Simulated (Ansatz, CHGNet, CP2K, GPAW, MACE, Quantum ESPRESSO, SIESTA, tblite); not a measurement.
# GPAW runs on random packing of 55Li2O-45Nb2O5 (mol %) (96 atoms)

Aim: run random packing of 55Li2O-45Nb2O5 (mol %) (96 atoms) in GPAW and see how near its forces come to a plane-wave reference, and at what cost.

Program: GPAW 26.7.0. Level of theory: the method is named at each step. Results are calculated unless marked as measured.

### Step 1. Starting point

The cell holds 96 atoms: 22 Li, 56 O and 18 Nb. Cell: a = 10.533 Å, b = 10.533 Å, c = 10.533 Å, α = 90.0°, β = 90.0°, γ = 90.0°. 96 atoms (22 Li, 56 O, 18 Nb) packed at random in a cube at 3.87 g/cm³ and pushed apart as soft spheres, cations and anions kept from their own kind; a start for melting by ab initio MD, not an equilibrated structure. Then every atom was moved at random, 0.05 Å r.m.s. a Cartesian component.

The yardstick, on the same geometry:

| Property | Result |
| --- | --- |
| method | Kohn-Sham DFT, PBE, SSSP efficiency 1.3.0 pseudopotentials, plane waves (Quantum ESPRESSO 7.5); sssp-pbe-1.3.0-efficiency, cutoffs 60/480 Ry, Γ point |
| r.m.s. force component | 1.832 eV/Å |
| longest force | 6.69 eV/Å |
| pressure | -15.79 GPa |
| time | 18 min on 4 MPI ranks of Arm Neoverse V1, shared host |
| CPU time | 73 min |

### Step 2. PBE, LCAO dzp, h 0.28 Å

Method: Kohn-Sham DFT, PBE, PAW, atomic orbitals (dzp).

run.py reads:

```python
import numpy as np
from ase.io import read
from gpaw import GPAW, FermiDirac

atoms = read("structure.xyz")
atoms.calc = GPAW(
    mode="lcao",
    basis="dzp",
    h=0.28,
    xc="PBE",
    kpts={"size": (1, 1, 1), "gamma": True},
    occupations=FermiDirac(0.05),
    maxiter=200,
    symmetry={"point_group": False},
    txt="gpaw.txt",
)
energy = atoms.get_potential_energy(force_consistent=True)
forces = atoms.get_forces()
print(f"energy {energy:.6f} eV")
print("forces (eV/A)")
for i, (a, f) in enumerate(zip(atoms, forces)):
    print(f"{i:4d} {a.symbol:2s} {f[0]:10.5f} {f[1]:10.5f} {f[2]:10.5f}")
print(f"Fermi level {atoms.calc.get_fermi_level():.4f} eV")
for k in range(len(atoms.calc.get_ibz_k_points())):
    for s in range(atoms.calc.get_number_of_spins()):
        e = atoms.calc.get_eigenvalues(kpt=k, spin=s)
        n = np.searchsorted(e, atoms.calc.get_fermi_level())
        print(f"k {k} spin {s} levels about the Fermi level:", np.round(e[max(n - 6, 0):n], 4).tolist(), "|", np.round(e[n:n + 6], 4).tolist())
```

structure.xyz reads:

```xyz
96
Lattice="10.53340 0.00000 0.00000 0.00000 10.53340 0.00000 0.00000 0.00000 10.53340" Properties=species:S:1:pos:R:3 pbc="T T T"
Li 3.06648 5.34201 6.33700
Li 8.14442 4.58835 1.88137
Li 8.11504 0.19866 3.23881
Li 1.46383 3.53311 5.43376
Li 5.22172 9.76046 7.92112
Li 6.60234 5.86257 3.72682
Li 5.33569 7.10878 8.91968
Li 5.69320 9.81787 5.46631
Li 8.40376 7.79556 8.07185
Li 3.33445 0.91124 7.68559
Li 2.59596 7.73741 2.58290
Li 6.75223 5.09553 10.26754
Li 8.47096 1.52471 0.50529
Li 2.04854 9.14057 8.24344
Li 10.45977 4.83062 3.38175
Li 0.90872 0.96423 5.25975
Li 7.36611 3.10830 3.71861
Li 4.53010 5.85931 1.96954
Li 3.01645 1.15962 0.68857
Li 0.90503 9.33891 3.54596
Li 10.10785 0.68383 9.14499
Li 10.22667 6.57231 5.03254
O 0.27282 7.31587 1.60908
O 5.18243 5.17127 9.31490
O 3.69227 10.25637 9.01754
O 9.76394 4.64049 8.23312
O 3.90505 7.08729 10.32568
O 5.85689 7.09087 2.48904
O 1.31984 4.15174 8.57187
O 9.93837 2.45165 3.10409
O 7.93386 10.31589 0.12882
O 8.98710 6.09473 0.84752
O 4.78016 0.44546 6.53987
O 1.96911 0.95949 3.42293
O 1.64058 0.10913 7.12943
O 5.37572 3.18899 0.00074
O 7.31239 3.01656 9.34513
O 3.29190 6.27517 3.84975
O 0.55258 9.69431 1.24705
O 5.04423 3.69448 4.51240
O 7.44016 8.86554 5.69783
O 10.31473 9.28888 9.02702
O 5.31663 8.49234 4.05136
O 6.37102 4.52631 2.45892
O 9.71727 8.26672 3.95024
O 0.88438 6.85261 7.09288
O 2.16746 10.03622 5.04908
O 6.49363 8.36836 8.29073
O 5.31515 5.33001 6.13044
O 8.99163 3.29316 0.17169
O 8.73324 6.29086 9.26075
O 6.08788 6.93561 0.28230
O 0.26628 3.81172 1.76445
O 8.73040 5.59471 3.46233
O 3.78718 4.72602 0.52309
O 3.54122 7.51295 5.78378
[... 36 atom lines left out ...]
Nb 0.00274 4.95144 10.26417
Nb 3.36310 9.13688 0.55701
Nb 5.99572 9.06410 10.46799
Nb 9.05240 1.94457 5.22646
```

Started as:

```console
OMP_NUM_THREADS=1 python run.py > output.txt
```

What it wrote:

```text
energy -457.769718 eV
forces (eV/A)
   0 Li    0.61609    0.82803   -2.00383
   1 Li    0.49502   -0.23379   -0.24363
   2 Li   -0.53183    1.37232   -0.51058
   3 Li    0.58767    0.43671   -1.60662
   4 Li   -0.22227    0.01821   -0.22514
   5 Li   -1.16828   -1.13397   -1.11043
   6 Li   -0.17342   -0.88466   -0.78110
   7 Li    0.07526   -0.37267   -1.04017
   8 Li   -0.06718   -1.12602    2.21577
   9 Li   -0.00021   -1.38388   -0.21646
  10 Li   -0.38512   -0.40384    2.95329
  11 Li    0.60321    0.02276    0.41898
  12 Li   -1.54920   -0.04062    0.13944
  13 Li    0.75914   -0.40344    1.24063
  14 Li    0.03471   -0.11273   -1.85012
  15 Li    0.70803   -0.80565   -1.94169
  16 Li   -1.05951    1.10423   -0.01939
  17 Li    0.67015   -0.87415    0.14885
  18 Li    1.06523    0.66351    0.80144
  19 Li   -0.19132    0.36930   -1.27004
  20 Li    0.08678   -3.22111    0.26572
  21 Li    0.78700    1.50667   -0.80755
  22 O     4.34077   -1.96214   -1.47508
  23 O    -0.02628    0.63807   -0.95885
[...]
88 Nb    1.85678   -0.77029    2.22173
  89 Nb   -0.28614    3.43880    3.33736
  90 Nb   -2.08732    2.09986    3.17702
  91 Nb    0.37928   -0.60166    0.61387
  92 Nb   -5.83459   -1.70491   -0.94628
  93 Nb   -1.86560    1.47093    0.01918
  94 Nb    6.45520    1.01217    1.09108
  95 Nb    0.73519   -2.22984   -2.76222
Fermi level 4.0342 eV
k 0 spin 0 levels about the Fermi level: [3.8853, 3.9245, 3.9436, 3.9909, 4.0042, 4.0293] | [4.0507, 4.0737, 4.0872, 4.1143, 4.1352, 4.143]
```

gpaw.txt:

```text
Input parameters:
  mode=LCAO(),
  basis={'default': 'dzp'},
  h=0.28,
  kpts=MonkhorstPack(size=(1, 1, 1), gamma=True),
  maxiter=200,
  occupations=Occupations(name='fermi-dirac', width=0.05, fixmagmom=False),
  symmetry=Symmetry(point_group=False),
  xc=XC(name='PBE')
Unit cell  # Å
| periodic |         x |         y |         z |   lengths |    angles |
|----------|-----------|-----------|-----------|-----------|-----------|
|      yes | 10.533400 |  0.000000 |  0.000000 | 10.533400 | 90.000000 |
|      yes |  0.000000 | 10.533400 |  0.000000 | 10.533400 | 90.000000 |
|      yes |  0.000000 |  0.000000 | 10.533400 | 10.533400 | 90.000000 |
Number of symmetries: 1
Symmetry operations  # r_c * U_cc + t_c -> r_c
|   | kind |            matrix            |
|---|------|------------------------------|
| 0 |  E   |  1, 0, 0,  0, 1, 0,  0, 0, 1 |
BZ-sampling:
  Number of BZ points: 1
  Number of IBZ points: 1
  Monkhorst-Pack size: [1, 1, 1]
  Monkhorst-Pack shift: [0, 0, 0]
[... lines left out ...]
  Fermi-Dirac:
[... lines left out ...]
    Stencil: 6*3+1=19 point O(h^6) finite-difference Laplacian
xc functional:
  name: PBE with 2 nearest neighbor stencil
interpolation: tri-quintic # 5. degree polynomial
Initialization done in: 12.253 s
convergence criteria:
- Maximum [total energy] change in last 3 cyles: 0.0005 eV / valence electron
- Maximum integral of absolute [dens]ity change: 0.0001 electrons / valence electron
- Maximum integral of absolute [eigenst]ate change: 4e-08 eV^2 / valence electron
maximum number of iterations: 200
SCF iterations
|iter     |      energy | eigst |  dens |
|---------|-------------|-------|-------|
|iter:   1| -593.454049 |      c|       |
|iter:   2| -527.419319 |      c| -0.73 |
|iter:   3| -500.253143 |      c| -0.87 |
|iter:   4| -475.195715 |      c| -0.97 |
[...]
|iter:  13| -457.648014 |      c| -1.80 |
|iter:  14| -457.623155 |      c| -1.95 |
|iter:  15| -457.567584c|      c| -1.99 |
|iter:  16| -457.639332c|      c| -2.07 |
|iter:  17| -457.462119c|      c| -2.05 |
[...]
|iter:  37| -457.422517c|      c| -3.98 |
|iter:  38| -457.422451c|      c| -3.98 |
|iter:  39| -457.422489c|      c| -4.22c|
Converged in 39 steps
SCF loop duration: 484.342 s (12.419 s/step)
Energy contributions relative to reference atoms: (reference = -1989059.721113)
Energy contributions:
  Kinetic:         -45.545255
  Coulomb:        -125.213972
  Zero:             83.759467
  External:          0.000000
  Xc:             -370.075501
  Entropy:          -0.694458
  Spinorbit:         0.000000
  ----------------------------
  Free energy:    -457.769718
  Extrapolated:   -457.422489
dipole moment: (-80.322025, 63.245026, -72.590966)  # |e|*Ang
Fermi level: 4.034
Eigenvalues  # (at kpt = [0.000, 0.000, 0.000])
| band index |      eig [eV] | occ [0-2] |
|------------|---------------|-----------|
|          0 |       -52.880 |     2.000 |
|        ... |               |           |
|        288 |         3.853 |     1.948 |
|        289 |         3.874 |     1.921 |
[...]
|        303 |         4.199 |     0.071 |
|        ... |               |           |
|        359 |         6.597 |     0.000 |
Gap: 0.021 eV
Transition (v -> c):
  (s=0, k=0, n=295, [0.00, 0.00, 0.00]) -> (s=0, k=0, n=296, [0.00, 0.00, 0.00])
No difference between direct/indirect transitions
Force computation time: 31.256  # s
timing:  # [seconds]
  Total:  527.889  # ━━━━━━━━━━━━━━━━━━━━━━━━━━━━━━━━━━━━━━━━━━━━━━━━━━━━━━━━
  Init:    12.253  # ━╸
  SCF:    484.342  # ━━━━━━━━━━━━━━━━━━━━━━━━━━━━━━━━━━━━━━━━━━━━━━━━━━━╸
  Forces:  31.256  # ━━━╸
```

Elapsed: 8.8 min, on 1 thread of Arm Neoverse V1, shared host; peak memory 0.77 GiB.

Banners, paths, timers and routine set-up lines are dropped from the logs unmarked, and long logs keep their key lines alone; longer cuts are marked.

Compared with the plane-wave run:

| Item | Value |
| --- | --- |
| r.m.s. force component | 2.563 eV/Å |
| r.m.s. difference of force components | 1686 meV/Å |
| longest difference of force vectors | 5330 meV/Å |
| force difference over r.m.s. force | 91.98 % |
| slope of forces against the reference's | 1.055 |
| correlation of force components | 0.7555 |

This is a coarse setting, run to see what it loses.

Length of the force difference by element (eV/Å):

| element | atoms | mean | most |
| --- | --- | --- | --- |
| Li | 22 | 0.17 | 0.29 |
| Nb | 18 | 0.27 | 0.46 |
| O | 56 | 3.7 | 5.3 |

Local excerpt of 9 atoms (numbers count through the whole input) about Nb89, which has 3 bonded neighbours where the commonest count for Nb is 6; x, y, z are measured from there.

| atom | x | y | z | distance (Å) | bonds | Fx | Fy | Fz (eV/Å) |
| --- | --- | --- | --- | --- | --- | --- | --- | --- |
| Nb89 | 0.00 | 0.00 | 0.00 | 0.00 | 3 | 1.86 | -0.77 | 2.22 |
| O66 | 1.78 | 0.88 | -0.65 | 2.09 | 4 | 4.56 | 0.69 | -3.55 |
| O29 | 0.51 | 1.93 | 1.08 | 2.27 | 4 | 2.65 | -2.84 | -3.82 |
| O35 | 0.83 | -2.12 | -0.36 | 2.30 | 5 | -0.38 | -0.02 | -2.26 |
| Li4 | 0.65 | 1.31 | -2.06 | 2.52 | 2 | 0.59 | 0.44 | -1.61 |
| Li16 | 0.10 | -1.26 | -2.23 | 2.56 | 4 | 0.71 | -0.81 | -1.94 |
| Li21 | -1.24 | -1.54 | 1.65 | 2.58 | 1 | 0.09 | -3.22 | 0.27 |
| Nb86 | -2.57 | 0.34 | 0.32 | 2.61 | 4 | -4.40 | 1.67 | 3.65 |
| Li10 | 2.52 | -1.31 | 0.19 | 2.85 | 3 | 0.00 | -1.38 | -0.22 |

Atoms are counted from 1 here, from 0 in the log.

Forces lie 92 % from the reference's, at 0.12 times its CPU time (on 1 against 4 cores).

The difference per atom is largest on O (3.7 eV/Å on average, against 0.27 on Nb). The forces add up to 33 eV/Å instead of zero, usually a sign of too coarse a grid.

### Step 3. Another try, on a changed input

Edit run.py of step 2 so:

```diff
@@ -8,3 +8,3 @@
     basis="dzp",
-    h=0.28,
+    h=0.18,
     xc="PBE",
@@ -12,3 +12,3 @@
     occupations=FermiDirac(0.05),
-    maxiter=200,
+    maxiter=6,
     symmetry={"point_group": False},
```

structure.xyz is that of step 2.

What it wrote:

```text
gpaw.KohnShamConvergenceError
```

gpaw.txt:

```text
Input parameters:
  mode=LCAO(),
  basis={'default': 'dzp'},
  h=0.18,
  kpts=MonkhorstPack(size=(1, 1, 1), gamma=True),
  maxiter=6,
  occupations=Occupations(name='fermi-dirac', width=0.05, fixmagmom=False),
  symmetry=Symmetry(point_group=False),
  xc=XC(name='PBE')
Unit cell  # Å
| periodic |         x |         y |         z |   lengths |    angles |
|----------|-----------|-----------|-----------|-----------|-----------|
|      yes | 10.533400 |  0.000000 |  0.000000 | 10.533400 | 90.000000 |
[... lines left out ...]
        l=1, rc=2.6562 Bohr: 4p-dz split-valence wave
        l=1, rc=8.8438 Bohr: 5p-dz split-valence wave
        l=2, rc=4.5625 Bohr: 4d-dz split-valence wave
        l=1, rc=10.3125 Bohr: p-type Gaussian polarization
      Number of RI-basis functions 0
Reference energy: -1989059.721113  # eV
eigensolver:
density mixing:
  MSR1-Mixer
occupation numbers:
  Fermi-Dirac:
    width: 0.0500  # eV
FastPoissonSolver using
    Stencil: 6*3+1=19 point O(h^6) finite-difference Laplacian
xc functional:
  name: PBE with 2 nearest neighbor stencil
interpolation: tri-quintic # 5. degree polynomial
Initialization done in: 16.436 s
convergence criteria:
- Maximum [total energy] change in last 3 cyles: 0.0005 eV / valence electron
- Maximum integral of absolute [dens]ity change: 0.0001 electrons / valence electron
- Maximum integral of absolute [eigenst]ate change: 4e-08 eV^2 / valence electron
maximum number of iterations: 6
SCF iterations
|iter     |      energy | eigst |  dens |
|---------|-------------|-------|-------|
|iter:   1| -673.484738 |      c|       |
|iter:   2| -604.971247 |      c| -0.72 |
|iter:   3| -576.887942 |      c| -0.87 |
|iter:   4| -551.017473 |      c| -0.96 |
|iter:   5| -542.169597 |      c| -1.11 |
|iter:   6| -541.301417 |      c| -1.20 |
timing:  # [seconds]
  Total: 272.169  # ━━━━━━━━━━━━━━━━━━━━━━━━━━━━━━━━━━━━━━━━━━━━━━━━━━━━━━━━━
  Init:   16.435  # ━━━╸
  SCF:   255.662  # ━━━━━━━━━━━━━━━━━━━━━━━━━━━━━━━━━━━━━━━━━━━━━━━━━━━━━╸
```

Elapsed: 4.6 min, on 1 thread; peak memory 2.3 GiB.

The run stopped without converging, so its numbers are no property of the system. The fault in the input: too few SCF iterations (iteration limit 6).

Further runs of this program without a result: GPAW PBE, LCAO dzp, h 0.18 Å (cut off at its time limit); GPAW PBE, LCAO szp(dzp), h 0.18 Å (cut off at its time limit); GPAW PBE, LCAO dzp, h 0.18 Å, other mixer settings (cut off at its time limit); GPAW LDA, LCAO dzp, h 0.18 Å (cut off at its time limit).

### Step 4. Results

```yaml
force_difference_from_the_reference: GPAW PBE, LCAO dzp, h 0.28 Å (coarse), 92 %
its_cpu_time: 8.8 min
```

**Reading.** Runs with settings chosen to be coarse differ by 92 % (GPAW PBE, LCAO dzp, h 0.28 Å), their programs' other errors included. One electronic-structure run takes under half the reference's CPU time: GPAW PBE, LCAO dzp, h 0.28 Å, at 92 % in 8.8 min against 73 min, too far off to be of use. The potentials hold different valence shells: 636 electrons in the reference, 592 in GPAW; this bears on time and differences. The reference's stress is far from hydrostatic: its diagonal is -13.6, -17.2, -16.6 GPa, compression counted positive. The reference's pressure of -16 GPa belongs to a cell and atoms that aren't relaxed at this level. The runs have no spin polarisation, so any moments at edges, vacancies or dangling bonds can't form. The electronic-structure runs sample only Γ, in a cell whose shortest periodic width is 11 Å, which is coarse for a cell with partly filled levels.

[Also dropped from logs without a mark: logging warnings of Python, and SIESTA's first energy breakdown and zero terms.]

[Logs are printed without paths, hosts, clocks, repeated set-up lines and the standing remarks that a program may print on its own settings, such as how far it seeks lower states.]

[Hosts, paths, dates, database ids (printed as entryN), source tags and the programs' standing remarks are cut or masked in the printed files.]
